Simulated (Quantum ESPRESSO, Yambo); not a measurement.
Planning a run of Yambo 5.3.0 on SnSe2 (1T monolayer). The input:

```
HF_and_locXC
gw0
dyson
ppa
em1d
rim_cut
rim_w
RandQpts= 3000000
RandGvec= 100 RL
CUTGeo= "slab z"
RandGvecW= 9 RL
EXXRLvcs= 104 Ry
VXCRLvcs= 416 Ry
Chimod= "HARTREE"
% BndsRnXp
 1 | 126 |
%
NGsBlkXp= 523 RL
% LongDrXp
 1 | 1 | 0 |
%
% GbndRnge
 1 | 126 |
%
DysSolver= "n"
ExtendOut
PPAPntXp= 27.21138 eV
% QPkrange
 2 | 2 | 34 | 37 |
 4 | 4 | 34 | 37 |
 1 | 1 | 34 | 37 |
%
```

```sh
OMP_NUM_THREADS=2 mpirun -n 2 yambo -F gw11.in -J gw11 -C gw11 > gw11.log
```

The stored states that it reads are on a 6×6×1 mesh. The cell holds 3 atoms: 1 Sn and 2 Se. Its edges and angles: a = 4.028 Å, b = 4.028 Å, c = 15.000 Å, α = 90.0°, β = 90.0°, γ = 120.0°. It derives from  (SnSe2_1t-mono). Vacuum lies along c.

Q: How long will it take on 2 MPI ranks of Arm Neoverse V1, shared host, and how much memory?

It took 12 min; on shared hardware allow 6.2 min to 25 min. Peak host memory was 3.3 GiB.

The screening grows as filled bands × empty bands × pairs of k points, times the square of the screening basis for the matrix.

[Paths, hosts, dates, memory and timing lines, banners, echoed tables and standing remarks are left out of the program output.]

[Logs are printed without paths, hosts, clocks, repeated set-up lines and the standing remarks that a program may print on its own settings, such as how far it seeks lower states.]

[Runs of the session that timed out or met a known fault of the program may be left out.]

[Hosts, paths, dates, database ids (printed as entryN), source tags and the programs' standing remarks are cut or masked in the printed files.]
